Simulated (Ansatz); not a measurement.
## Ba2SrTi3O9 (perovskite [001] superlattice) (P4mm): a band-gap study from PBEsol to G0W0 at the band limit

Wanted: the gap of Ba2SrTi3O9 (perovskite [001] superlattice) (P4mm) by functionals, hybrids and G0W0, carried to the basis limit, with what remains uncertain.

Method: density functionals, hybrids, G0W0, plane waves, PAW, in Ansatz 0.2.0.

The structure was built from a prototype and need not be the compound's stable phase.

## (1) The starting structure

The structure is tetragonal, space group P4mm (No. 99). The conventional cell has a = 3.952 Å, b = 3.952 Å, c = 11.954 Å, α = 90.00°, β = 90.00°, γ = 90.00°. Sr has 12 O at 2.76 to 2.83 Å nearest. Nearest to O lie 2 Ti at 1.93 to 2.02 Å and 4 Sr at 2.79 Å. Nearest to Ti lie 6 O at 1.93 to 1.98 Å. Nearest to O lie 2 Ti at 1.98 Å and 2 Sr at 2.76 Å and 2 Ba at 2.76 Å. Nearest to Ba lie 12 O at 2.76 to 2.83 Å. Nearest to O lie 2 Ti at 1.93 to 2.02 Å and 4 Ba at 2.79 Å. It derives from SrTiO3. Farther neighbours and most contacts between anions are not listed.

The start is a generated structure, not a measured one. Spin-orbit coupling is left out unless a step names it.

## (2) Relaxing the structure

A relaxation at this level of theory: leftover forces would pass straight into the levels.

This step: DFT, PBEsol, plane waves, PAW; PAW set soft_1.

File input.yaml:

```yaml
crystal:
  lattice:
    - [3.9525, 0.0, 0.0]
    - [0.0, 3.9525, 0.0]
    - [0.0, 0.0, 11.9542125237]
  atoms:
    - { symbol: Sr, position: [0.0, 0.0, 0.0846578316] }
    - { symbol: O, position: [0.5, 0.5, 0.0846578316] }
    - { symbol: Ti, position: [0.5, 0.5, 0.2460265053] }
    - { symbol: O, position: [0.5, 0.0, 0.2460265053] }
    - { symbol: O, position: [0.0, 0.5, 0.2460265053] }
    - { symbol: Ba, position: [0.0, 0.0, 0.4073951791] }
    - { symbol: O, position: [0.5, 0.5, 0.4073951791] }
    - { symbol: Ti, position: [0.5, 0.5, 0.5767108422] }
    - { symbol: O, position: [0.5, 0.0, 0.5767108422] }
    - { symbol: O, position: [0.0, 0.5, 0.5767108422] }
    - { symbol: Ba, position: [0.0, 0.0, 0.7460265053] }
    - { symbol: O, position: [0.5, 0.5, 0.7460265053] }
    - { symbol: Ti, position: [0.5, 0.5, 0.9153421684] }
    - { symbol: O, position: [0.5, 0.0, 0.9153421684] }
    - { symbol: O, position: [0.0, 0.5, 0.9153421684] }
kpoints:
  mp_grid: { grid: [6, 6, 2] }
hamiltonian:
  xc: pbesol
  pseudopotentials: { kind: paw, azcp: { folder: soft_1 }, xc_functional: pbe }
scf:
  occupations: { method: fermi_dirac, width: 0.02 }
relax:
  f_tol: 0.015
  max_steps: 100
  cell: {}
output:
  write_density: true
  write_potential: true
  elf: true
  volumetric_format: npy
```

The run is started by

```sh
ansatz run input.yaml --threads 3 --pin off --max-ram 92160MiB --backend cuda --events-out ev --progress --plain --runs-dir out --devices 1 --max-vram 13GiB
```

Numbers of over 12 decimals in the logs are rounded to 6 here.

The program printed:

```text
GPUs: using 1 of 1 available (devices: 1).
Engine: ansatz 0.2.0, x86_64-unknown-linux-gnu
Pseudopotentials: kind: paw
Pseudopotential: Sr, paw, valence charge 10, recommended cutoff 420 eV (normal), soft_1/Sr.paw.azcp
Pseudopotential: O, paw, valence charge 6, recommended cutoff 420 eV (normal), soft_1/O.paw.azcp
Pseudopotential: Ti, paw, valence charge 12, recommended cutoff 420 eV (normal), soft_1/Ti.paw.azcp
Pseudopotential: Ba, paw, valence charge 10, recommended cutoff 420 eV (normal), soft_1/Ba.paw.azcp
Functional definition: PBEsol
  exchange = pbesol_x
  correlation = pbesol_c
device memory: the entry about to start is reckoned to put 3.7 GiB on a device that reports 41.5 GiB free (of which the cap on the GPU budget leaves the run 13.0 GiB)
GPU FFT provider: cuFFT
GPU libraries: cuBLAS 13.8.2, cuFFT 12.4.0, cuSOLVER 12.3.4
Crystal: 15 atoms, lattice volume = 186.752 Å³
Basis set: ecut = 420 eV, 3655 PW (Γ), exchange–correlation on 54×54×160 points (8 copies of the dense FFT grid, shifted against one another)
Bands: 75, of which v1, the nominal top of the filled ones, is band 60 counted from 1 (59 counted from 0)
Symmetry: 8 space group operations
Space group: P4mm (ITA 99), of the structure as read, at distance tolerance 5.7e-5 Å
k-points: 20 of 72
Non-local potential: Sr, projectors of the file, l = 0: 3, l = 1: 2, l = 2: 2
Non-local potential: O, projectors of the file, l = 0: 2, l = 1: 2, l = 2: 1
Non-local potential: Ti, projectors of the file, l = 0: 3, l = 1: 2, l = 2: 3, l = 3: 1
Non-local potential: Ba, projectors of the file, l = 0: 3, l = 1: 2, l = 2: 2, l = 3: 2
PAW form: soft (Blöchl's): semilocal exchange-correlation on the pseudo side does not see the compensation charge
PAW frozen core: Sr, regenerated for the run's functional, and the local potential with it (the file was generated under x = pbe(κ = 0.804, μ = 0.219515), c = pbe(β = 0.066725))
PAW frozen core: O, regenerated for the run's functional, and the local potential with it (the file was generated under x = pbe(κ = 0.804, μ = 0.219515), c = pbe(β = 0.066725))
PAW frozen core: Ti, regenerated for the run's functional, and the local potential with it (the file was generated under x = pbe(κ = 0.804, μ = 0.219515), c = pbe(β = 0.066725))
PAW frozen core: Ba, regenerated for the run's functional, and the local potential with it (the file was generated under x = pbe(κ = 0.804, μ = 0.219515), c = pbe(β = 0.066725))
PAW one-centre angular grid: Sr, 110 points (default); XC on 64 Gauss nodes
PAW one-centre angular grid: O, 110 points (default); XC on 64 Gauss nodes
PAW one-centre angular grid: Ti, 590 points (default); XC on 64 Gauss nodes
PAW one-centre angular grid: Ba, 194 points (default); XC on 64 Gauss nodes
[...]
E_nonlocal   = 1072.714367
  E_hartree    = 2523.370408
  E_xc         = -1560.025959
  E_vxc        = -1678.147245  (∫ρ·V_xc dr)
  E_paw        = -17316.304861  (= ΣΔE_a)
  E_vpaw       = -1025.660208  (= ΣTr[D̂ρ^β])
  E_aug_tail   = 0.006626  (compensation charges beyond the density's cutoff)
  E_ewald      = -8541.567614
  E_core_change = 1.172968  (= ΣΔE_core)
  E_smearing   = -0.000000  (= −TS)
  E_closure    = 0.000000  (closes the sum)
  Σ components = -27712.531283   (vs F -27712.531283, Δ=0.00e0)
--- Forces (eV/Å), atoms counted from 1 ---
  atom   1  Sr     0.00000000     0.00000000     0.00046807
  atom   2  O     -0.00000000    -0.00000000    -0.00346456
  atom   3  Ti     0.00000000     0.00000000     0.00534123
  atom   4  O      0.00000000    -0.00000000    -0.00163339
  atom   5  O     -0.00000000     0.00000000    -0.00163339
  atom   6  Ba    -0.00000000    -0.00000000    -0.00056357
  atom   7  O     -0.00000000    -0.00000000    -0.00619265
  atom   8  Ti    -0.00000000    -0.00000000    -0.00513095
[...]
atom  12  O     -0.00000000    -0.00000000    -0.00191460
  atom  13  Ti     0.00000000     0.00000000     0.00094314
  atom  14  O      0.00000000    -0.00000000     0.00324845
  atom  15  O     -0.00000000     0.00000000     0.00324845
  max |Σ_I F_I| component: 1.46e-5 eV/Å
--- Stress (GPa, compression-positive) ---
       -0.033057      -0.000000       0.000000
       -0.000000      -0.033057      -0.000000
        0.000000      -0.000000      -0.012206
  P = ⅓ Tr σ = -0.0261 GPa (-0.261 kbar)
--- Band table (eV; the first three rows and the last of 20) ---
  k-point 0: bands = [... 56 lower, 9.6579, 9.8367, 9.8911, 9.8911, 12.1274, 12.2156, 12.2591, 12.4191, ... 11 higher]
  k-point 1: bands = [... 56 lower, 9.7776, 9.7776, 9.8327, 9.8327, 12.1548, 12.1681, 12.2793, 12.8420, ... 11 higher]
  k-point 2: bands = [... 56 lower, 9.4007, 9.4457, 9.6505, 9.7782, 12.4393, 12.6888, 12.7372, 12.7587, ... 11 higher]
  k-point 19: bands = [... 56 lower, 10.1260, 10.2194, 10.2286, 10.2767, 14.1846, 14.1846, 14.1949, 14.1949, ... 11 higher]
--- Relaxed structure (16 steps of the walk, 14 accepted, 1 SCFs on fresh bases) ---
  F+E_penalty+E_count = -27712.53128283 eV   max|allowed force component| = 6.194e-3 eV/Å   (the final SCF, on the basis selected at the relaxed cell)
  cell:  # Å, volume = 185.4783 Å³
    - [3.934980, 0, 0]
    - [0, 3.934980, 0.0]
    - [0, 0.0, 11.978653]
  atoms:
    - { symbol: Sr, position: [0, 0, 0.084276] }
    - { symbol: O, position: [0.500000, 0.500000, 0.076646] }
    - { symbol: Ti, position: [0.500000, 0.500000, 0.248504] }
    - { symbol: O, position: [0.500000, 0, 0.236644] }
    - { symbol: O, position: [0, 0.500000, 0.236644] }
    - { symbol: Ba, position: [0, 0, 0.413335] }
    - { symbol: O, position: [0.500000, 0.500000, 0.404746] }
    - { symbol: Ti, position: [0.500000, 0.500000, 0.586818] }
    - { symbol: O, position: [0.500000, 0, 0.576582] }
    - { symbol: O, position: [0, 0.500000, 0.576582] }
    - { symbol: Ba, position: [0, 0.0, 0.751360] }
    - { symbol: O, position: [0.500000, 0.500000, 0.742178] }
    - { symbol: Ti, position: [0.500000, 0.500000, 0.924248] }
    - { symbol: O, position: [0.500000, 0, 0.915918] }
    - { symbol: O, position: [0, 0.500000, 0.915918] }
[key lines of the parts left out:]
SCF converged after 6 iterations
Free energy (F): -27712.531283 eV
Fermi energy:    11.206530 eV
```

The job ended after 72 s (1 × NVIDIA H100 80GB HBM3 (shared by 6 runs) with 3 threads of AMD EPYC 7R13 (Zen 3), shared host; peak memory 1 GiB; 2 min of CPU time).

Step by step:

| step | energy less that of the first step (eV) | largest force component (eV/Å) | pressure (GPa) | volume (Å³) |
| --- | --- | --- | --- | --- |
| 1 | 0.0000 | 1.0258 | -2.18 | 186.75 |
| 2 | -0.0691 | 1.0488 | 0.16 | 184.07 |
| 3 | -0.1339 | 0.4418 | 0.73 | 183.41 |
| 4 | -0.1424 | 0.0523 | 0.07 | 184.07 |
| 5 | -0.1423 | 0.0581 | 0.01 | 184.13 |
| 6 | -0.1424 | 0.0363 | -0.01 | 184.15 |
| 7 | -0.1424 | 0.0153 | 0.00 | 184.14 |
| 8 | -0.1425 | 0.0108 | 0.00 | 184.14 |
| 9 | -0.1428 | 0.0736 | 0.05 | 184.11 |
| 10 | -0.1436 | 0.1122 | 0.10 | 184.10 |
| 11 | -0.1627 | 0.0814 | 0.02 | 184.99 |
| 12 | 1.6447 | 7.7626 | 9.42 | 187.57 |
| 13 | -0.1605 | 0.1844 | -0.31 | 185.50 |
| 14 | -0.1639 | 0.0669 | -0.08 | 185.21 |
| 15 | -0.1649 | 0.0234 | 0.04 | 185.40 |
| 16 | -0.1647 | 0.0062 | 0.00 | 185.48 |
| 17* | -0.1615 | 0.0062 | -0.03 | 185.48 |

Relaxation steps marked * repeat the geometry before them on a plane-wave basis chosen anew for their cell, so energy and pressure can jump there. Relaxation steps 12, 13 were tried and not accepted.

The run keeps the 8 symmetry operations that it works with, so distortions that break them were not tested.

| conventional cell, symmetrised | before | after | change |
| --- | --- | --- | --- |
| a (Å) | 3.952 | 3.935 | -0.4 % |
| b (Å) | 3.952 | 3.935 | -0.4 % |
| c (Å) | 11.954 | 11.979 | +0.2 % |
| volume (Å³/atom) | 12.45 | 12.37 | -0.7 % |

The atoms that moved most (Å, as changes of fractional coordinates times the final cell):

| atom | dx | dy | dz | length |
| --- | --- | --- | --- | --- |
| Ti8 | 0.000 | 0.000 | 0.121 | 0.121 |
| O4 | 0.000 | 0.000 | -0.112 | 0.112 |
| O5 | 0.000 | 0.000 | -0.112 | 0.112 |
| Ti13 | 0.000 | 0.000 | 0.107 | 0.107 |
| O2 | 0.000 | 0.000 | -0.096 | 0.096 |
| Ba6 | 0.000 | 0.000 | 0.071 | 0.071 |
| Ba11 | 0.000 | 0.000 | 0.064 | 0.064 |
| O12 | 0.000 | 0.000 | -0.046 | 0.046 |

## (3) PBEsol bands

The cheap functional maps the bands first; the places of the edges decide which points the dearer methods must see.

File input.yaml:

```yaml
crystal:
  lattice:
    - [3.9349802706, 0.0, 0.0]
    - [0.0, 3.9349802706, 0.0]
    - [0.0, 0.0, 11.9786531724]
  atoms:
    - { symbol: Sr, position: [0.0, 0.0, 0.084275811] }
    - { symbol: O, position: [0.5, 0.5, 0.076645523] }
    - { symbol: Ti, position: [0.5, 0.5, 0.2485044074] }
    - { symbol: O, position: [0.5, 0.0, 0.2366435965] }
    - { symbol: O, position: [0.0, 0.5, 0.2366435965] }
    - { symbol: Ba, position: [0.0, 0.0, 0.4133352158] }
    - { symbol: O, position: [0.5, 0.5, 0.40474618] }
    - { symbol: Ti, position: [0.5, 0.5, 0.586817754] }
    - { symbol: O, position: [0.5, 0.0, 0.5765820441] }
    - { symbol: O, position: [0.0, 0.5, 0.5765820441] }
    - { symbol: Ba, position: [0.0, 0.0, 0.751359634] }
    - { symbol: O, position: [0.5, 0.5, 0.7421782604] }
    - { symbol: Ti, position: [0.5, 0.5, 0.9242476745] }
    - { symbol: O, position: [0.5, 0.0, 0.9159179191] }
    - { symbol: O, position: [0.0, 0.5, 0.9159179191] }
kpoints:
  mp_grid: { grid: [6, 6, 2] }
  band_path:
    path:
      - [[0.0, 0.0, 0.0], [0.0, 0.5, 0.0], [0.5, 0.5, 0.0], [0.0, 0.0, 0.0], [0.0, 0.0, 0.5], [0.0, 0.5, 0.5], [0.5, 0.5, 0.5], [0.0, 0.0, 0.5]]
      - [[0.0, 0.5, 0.0], [0.0, 0.5, 0.5]]
      - [[0.5, 0.5, 0.0], [0.5, 0.5, 0.5]]
    npoints: 10
hamiltonian:
  xc: pbesol
  pseudopotentials: { kind: paw, azcp: { folder: soft_1 }, xc_functional: pbe }
scf:
  occupations: { method: fermi_dirac, width: 0.02 }
  n_extra_bands: 9
output:
  eigenvalues: true
  forces: true
  stress: true
  write_density: true
  write_potential: true
  elf: true
  volumetric_format: npy
```

The program printed:

```text
[...]
GPUs: using 1 of 1 available (devices: 1).
[...]
GPU FFT provider: cuFFT
GPU libraries: cuBLAS 13.8.2, cuFFT 12.4.0, cuSOLVER 12.3.4
Crystal: 15 atoms, lattice volume = 185.478 Å³
Basis set: ecut = 420 eV, 3633 PW (Γ), exchange–correlation on 54×54×162 points (8 copies of the dense FFT grid, shifted against one another)
Bands: 69, of which v1, the nominal top of the filled ones, is band 60 counted from 1 (59 counted from 0)
Symmetry: 8 space group operations
[...]
k-points: 20 of 72
[...]
GPU buffer pool allocated for 59049 grid points (all kernels)
[...]
SCF iter   1: F=—  HF=-27713.897524 eV  |F-HF|=—  |Δ(HF+E_count)|=         —  Δρ=5.53e-2  dr2=6.93e0  ethr=3.10e-3  ⟨swp⟩=8.8  Hψ=5825  notcnv=0
[...]
SCF iter   9: F=-27712.531283 eV  HF=-27712.531283 eV  |F-HF|=1.56e-8  |Δ(HF+E_count)|=   3.08e-8  Δρ=4.27e-6  dr2=3.44e-8  ethr=8.33e-11  ⟨swp⟩=18.7  Hψ=12954  notcnv=0
SCF 1 converged in 9 iterations: F = -27712.531283 eV  dr2 = 3.44e-8
[...]
NSCF: frozen V_eff on 93 k-points
SCF converged after 9 iterations
Free energy (F): -27712.531283 eV
[...]
Internal energy: -27712.531283 eV  (E = F + TS)
E sigma→0 (E₀):  -27712.531283 eV
Fermi energy:    11.206526 eV
[...]
--- Forces (eV/Å), atoms counted from 1 ---
  atom   1  Sr     0.00000000     0.00000000     0.00054039
  atom   2  O     -0.00000000     0.00000000    -0.00346380
  atom   3  Ti     0.00000000     0.00000000     0.00529574
  atom   4  O      0.00000000     0.00000000    -0.00162907
  atom   5  O      0.00000000     0.00000000    -0.00162907
  atom   6  Ba    -0.00000000     0.00000000    -0.00058033
  atom   7  O      0.00000000     0.00000000    -0.00618674
  atom   8  Ti     0.00000000     0.00000000    -0.00511545
  atom   9  O     -0.00000000     0.00000000     0.00357025
  atom  10  O      0.00000000     0.00000000     0.00357025
  atom  11  Ba    -0.00000000     0.00000000     0.00010605
  atom  12  O     -0.00000000     0.00000000    -0.00191850
  atom  13  Ti    -0.00000000     0.00000000     0.00097532
  atom  14  O     -0.00000000     0.00000000     0.00324151
  atom  15  O      0.00000000     0.00000000     0.00324151
  max |Σ_I F_I| component: 1.81e-5 eV/Å
--- Stress (GPa, compression-positive) ---
       -0.033172       0.000000       0.000000
        0.000000      -0.033172       0.000000
        0.000000       0.000000      -0.012285
  P = ⅓ Tr σ = -0.0262 GPa (-0.262 kbar)
--- Band table (eV; the first three rows and the last of 20) ---
  k-point 0: bands = [... 56 lower, 9.6580, 9.8367, 9.8911, 9.8911, 12.1274, 12.2156, 12.2591, 12.4191, ... 5 higher]
  k-point 1: bands = [... 56 lower, 9.7776, 9.7776, 9.8327, 9.8327, 12.1548, 12.1681, 12.2792, 12.8420, ... 5 higher]
  k-point 2: bands = [... 56 lower, 9.4007, 9.4457, 9.6504, 9.7782, 12.4393, 12.6888, 12.7372, 12.7587, ... 5 higher]
  k-point 19: bands = [... 56 lower, 10.1259, 10.2194, 10.2285, 10.2768, 14.1845, 14.1845, 14.1949, 14.1949, ... 5 higher]
```

Elapsed: 18 s, on 1 × NVIDIA H100 80GB HBM3 (shared by 6 runs) with 3 threads; peak memory 1.1 GiB.

In the SCF lines HF is the Harris–Foulkes energy and dr2 the Hartree energy of the density residual, in eV; the loop may stop once dr2 is under the threshold and the program's other checks hold. Hψ counts applications of the Hamiltonian.

This step gave:

```
pressure             : -0.02621 GPa
filled bands         : 60
gap                  : 1.851 eV
valence top at       : A
conduction bottom at : Γ
least direct gap     : 2.236 eV
```

The gap is indirect, with the least direct gap 0.39 eV higher.

The electronic bands at the labelled points (eV, zero at the top of the highest nominally filled band):

| point | band 57 | band 58 | band 59 | band 60 | band 61 | band 62 | band 63 | band 64 |
| --- | --- | --- | --- | --- | --- | --- | --- | --- |
| Γ | -0.62 | -0.44 | -0.39 | -0.39 | 1.85 | 1.94 | 1.98 | 2.14 |
| halfway | -0.80 | -0.73 | -0.66 | -0.62 | 2.20 | 2.88 | 2.89 | 2.91 |
| X | -1.04 | -0.89 | -0.49 | -0.34 | 2.27 | 3.33 | 3.48 | 3.70 |
| halfway | -0.62 | -0.56 | -0.48 | -0.34 | 2.95 | 3.68 | 3.76 | 3.77 |
| M | -0.38 | -0.07 | -0.04 | 0.00 | 3.78 | 3.78 | 4.18 | 4.18 |
| halfway | -0.80 | -0.69 | -0.64 | -0.57 | 2.80 | 3.03 | 3.26 | 3.39 |
| Γ | -0.62 | -0.44 | -0.39 | -0.39 | 1.85 | 1.94 | 1.98 | 2.14 |
| halfway | -0.56 | -0.56 | -0.41 | -0.41 | 1.86 | 1.92 | 1.99 | 2.26 |
| Z | -0.50 | -0.50 | -0.44 | -0.44 | 1.88 | 1.89 | 2.00 | 2.57 |
| halfway | -0.94 | -0.80 | -0.73 | -0.67 | 2.59 | 2.62 | 2.90 | 2.92 |
| R | -1.12 | -1.02 | -0.99 | -0.21 | 2.65 | 2.68 | 3.71 | 3.73 |
| halfway | -0.61 | -0.59 | -0.57 | -0.17 | 3.19 | 3.21 | 3.84 | 3.85 |
| A | -0.15 | -0.06 | -0.05 | 0.00 | 3.91 | 3.91 | 3.92 | 3.92 |
| halfway | -0.79 | -0.72 | -0.63 | -0.60 | 3.05 | 3.08 | 3.17 | 3.18 |
| Z | -0.50 | -0.50 | -0.44 | -0.44 | 1.88 | 1.89 | 2.00 | 2.57 |
| jump to X | -1.04 | -0.89 | -0.49 | -0.34 | 2.27 | 3.33 | 3.48 | 3.70 |
| halfway | -1.10 | -1.01 | -0.69 | -0.25 | 2.38 | 3.04 | 3.68 | 3.71 |
| R | -1.12 | -1.02 | -0.99 | -0.21 | 2.65 | 2.68 | 3.71 | 3.73 |
| jump to M | -0.38 | -0.07 | -0.04 | 0.00 | 3.78 | 3.78 | 4.18 | 4.18 |
| halfway | -0.23 | -0.06 | -0.04 | 0.00 | 3.82 | 3.82 | 4.05 | 4.05 |
| A | -0.15 | -0.06 | -0.05 | 0.00 | 3.91 | 3.91 | 3.92 | 3.92 |

ELF in the ca plane at fractional y = 0.000, with atoms of Sr and O and Ba within 0.2 Å of it. It is the smooth field of the valence electrons, not physical close to the nuclei.

Ten even steps from '0' (0.01) to '9' (0.85), each cell a mean:
```
8954993000399205971001796028940001
4999951110169989940110389889710110
1477412564126998413663148996225652
1011027998511342148998312431269997
4000169869830000279779610000498689
5000169748840000288569720001597489
3000048989720110169999510110389898
0144214787314776226885125774137874
2799831232149999721331279999512320
7987982000289537961000598459830000
9931894000498003982001794007950002
```
Columns run along c (12.0 Å), rows up along a (3.9 Å). Atoms in or near the plane, at fractional coordinates: Sr at (0.08, 0.00), O at (0.24, 0.50), Ba at (0.41, 0.00), O at (0.58, 0.50), Ba at (0.75, 0.00), O at (0.92, 0.50).

Valence density in the ca plane at fractional y = 0.000, with atoms of Sr and O and Ba within 0.2 Å of it. It is the smooth field of the valence electrons, not physical close to the nuclei.

Ten steps, logarithmic in the rise over the least value, from '0' (0.0 e/Å³) to '9' (7.6 e/Å³), each cell a mean:
```
4777752000246555641001356556520001
3567642111135666531111246665421111
2344322333223454323332234554223332
1111124665321222235664212222246663
2000136898520000147996310001358985
2000136998520000148997410001369985
2000125786421111136875311111247874
1233223454222343224543223433234542
2466532221134555422221245555322211
4677752000246656531001356556420001
5776763000256545641001455446520001
```
Columns run along c (12.0 Å), rows up along a (3.9 Å). Atoms in or near the plane, at fractional coordinates: Sr at (0.08, 0.00), O at (0.24, 0.50), Ba at (0.41, 0.00), O at (0.58, 0.50), Ba at (0.75, 0.00), O at (0.92, 0.50).

[end of part 1 of 2]

[Paths, hosts, dates, memory and timing lines, banners, echoed tables and standing remarks are left out of the program output.]

[Logs are printed without paths, hosts, clocks, repeated set-up lines and the standing remarks that a program may print on its own settings, such as how far it seeks lower states.]

[Runs of the session that timed out or met a known fault of the program may be left out.]

[Cells called generated may have been cut or substituted from an entry of the Crystallography Open Database or the Materials Project.]

[Hosts, paths, dates, database ids (printed as entryN), source tags and the programs' standing remarks are cut or masked in the printed files.]
